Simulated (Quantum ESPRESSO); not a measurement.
Consider Al2O3 (Corundum, R-3c).

```cif
data_structure
_symmetry_space_group_name_H-M 'P 1'
_symmetry_Int_Tables_number 1
_cell_length_a 5.1302
_cell_length_b 5.1302
_cell_length_c 5.1302
_cell_angle_alpha 55.287
_cell_angle_beta 55.287
_cell_angle_gamma 55.287
_cell_volume 85.02
loop_
_atom_site_label
_atom_site_type_symbol
_atom_site_fract_x
_atom_site_fract_y
_atom_site_fract_z
_atom_site_occupancy
Al1 Al 0.85216 0.85216 0.85216 1
Al2 Al 0.64784 0.64784 0.64784 1
Al3 Al 0.14784 0.14784 0.14784 1
Al4 Al 0.35216 0.35216 0.35216 1
O5 O 0.05668 0.75000 0.44332 1
O6 O 0.75000 0.44332 0.05668 1
O7 O 0.44332 0.05668 0.75000 1
O8 O 0.94332 0.25000 0.55668 1
O9 O 0.25000 0.55668 0.94332 1
O10 O 0.55668 0.94332 0.25000 1
```

Absorber: atom 5, with 2 Al at 1.85 Å and 2 Al at 1.97 Å (4-fold, site symmetry 2). Method: Quantum ESPRESSO XSpectra, PBE, full core hole (charged cell), 10-atom cell with 4.8 Å between holes, 7×7×7 k points, dipole transitions, Lorentzian half width 0.3 eV up to 4 eV, rising linearly to 2.5 eV at 25 eV (counted from xe0, 2.7 eV below the zero used here).

Q: Where do the maxima of the O K edge fall?

Main maxima up to 24 eV above the zero (height): 4.2 eV (2.35), 7.0 eV (2.15) and 22.8 eV (0.66). A K edge sees empty p states on the absorber. The total-energy difference plus the lowest empty eigenvalue puts the zero at 541.55 eV. One term is added: -8.91 eV, since the hole is spin-paired here and a spin-polarised one costs that much less in the free atom (computed apart). The photon energy is then 532.64 eV. The functional and the charged cell's background leave an error of a few eV in such absolute values.

The O K spectrum (energy from the lowest empty level; intensity scaled to a mean of 1 over the first 20 eV; the points at xe0, where the cut of filled states can leave a spike, are interpolated; polarised curves are means over the symmetry-equivalent atoms):

| E (eV) | isotropic | ε ⊥ c | ε ∥ c |
| --- | --- | --- | --- |
| -2.00 | 0.03 | 0.03 | 0.03 |
| -1.25 | 0.04 | 0.04 | 0.04 |
| -0.50 | 0.05 | 0.06 | 0.05 |
| 0.25 | 0.09 | 0.09 | 0.08 |
| 1.00 | 0.17 | 0.18 | 0.16 |
| 1.75 | 0.34 | 0.35 | 0.31 |
| 2.50 | 0.66 | 0.69 | 0.61 |
| 3.25 | 1.49 | 1.58 | 1.31 |
| 4.00 | 2.30 | 2.31 | 2.29 |
| 4.75 | 2.25 | 2.28 | 2.19 |
| 5.50 | 2.03 | 2.13 | 1.82 |
| 6.25 | 2.04 | 2.08 | 1.95 |
| 7.00 | 2.15 | 2.04 | 2.37 |
| 7.75 | 1.96 | 1.79 | 2.30 |
| 8.50 | 1.57 | 1.46 | 1.79 |
| 9.25 | 1.24 | 1.16 | 1.41 |
| 10.00 | 0.96 | 0.91 | 1.04 |
| 10.75 | 0.76 | 0.76 | 0.78 |
| 11.50 | 0.65 | 0.67 | 0.62 |
| 12.25 | 0.59 | 0.63 | 0.52 |
| 13.00 | 0.55 | 0.61 | 0.45 |
| 13.75 | 0.54 | 0.60 | 0.42 |
| 14.50 | 0.54 | 0.60 | 0.43 |
| 15.25 | 0.54 | 0.58 | 0.45 |
| 16.00 | 0.54 | 0.57 | 0.49 |
| 16.75 | 0.54 | 0.55 | 0.53 |
| 17.50 | 0.55 | 0.54 | 0.55 |
| 18.25 | 0.55 | 0.55 | 0.56 |
| 19.00 | 0.56 | 0.56 | 0.56 |
| 19.75 | 0.57 | 0.57 | 0.56 |
| 20.50 | 0.59 | 0.60 | 0.56 |
| 21.25 | 0.62 | 0.64 | 0.58 |
| 22.00 | 0.64 | 0.67 | 0.60 |
| 22.75 | 0.66 | 0.68 | 0.60 |
| 23.50 | 0.65 | 0.67 | 0.60 |
| 24.25 | 0.62 | 0.65 | 0.57 |
| 25.00 | 0.59 | 0.61 | 0.54 |
| 25.75 | 0.55 | 0.58 | 0.50 |
| 26.50 | 0.53 | 0.55 | 0.47 |
| 27.25 | 0.51 | 0.54 | 0.45 |
| 28.00 | 0.50 | 0.53 | 0.44 |
| 28.75 | 0.50 | 0.53 | 0.45 |
| 29.50 | 0.51 | 0.53 | 0.47 |
| 30.25 | 0.51 | 0.52 | 0.49 |
| 31.00 | 0.52 | 0.52 | 0.52 |
| 31.75 | 0.53 | 0.52 | 0.55 |

The holes are only 4.8 Å apart, so the shape is probably not converged with cell size; no larger cell was run here. Lifetime broadening is put in by hand, and intensities beyond about 20 eV depend on it and on the partial waves; weight that the partial waves miss at high energy is lost. The structure is a published determination, not relaxed.

[Banner, clock and machine lines of the logs are left out without a mark of their own.]

[Logs are printed without paths, hosts, clocks, repeated set-up lines and the standing remarks that a program may print on its own settings, such as how far it seeks lower states.]

[Hosts, paths, dates, database ids (printed as entryN), source tags and the programs' standing remarks are cut or masked in the printed files.]

[Lists of maxima count a maximum above −3 eV only where it reaches 4 % of the highest in the window and stands out from its surroundings by 2 % of it (1.5 % where it reaches 55 %); shoulders and weaker maxima are passed over, and of the rest the first, up to two pre-edge ones and the few strongest are named.]
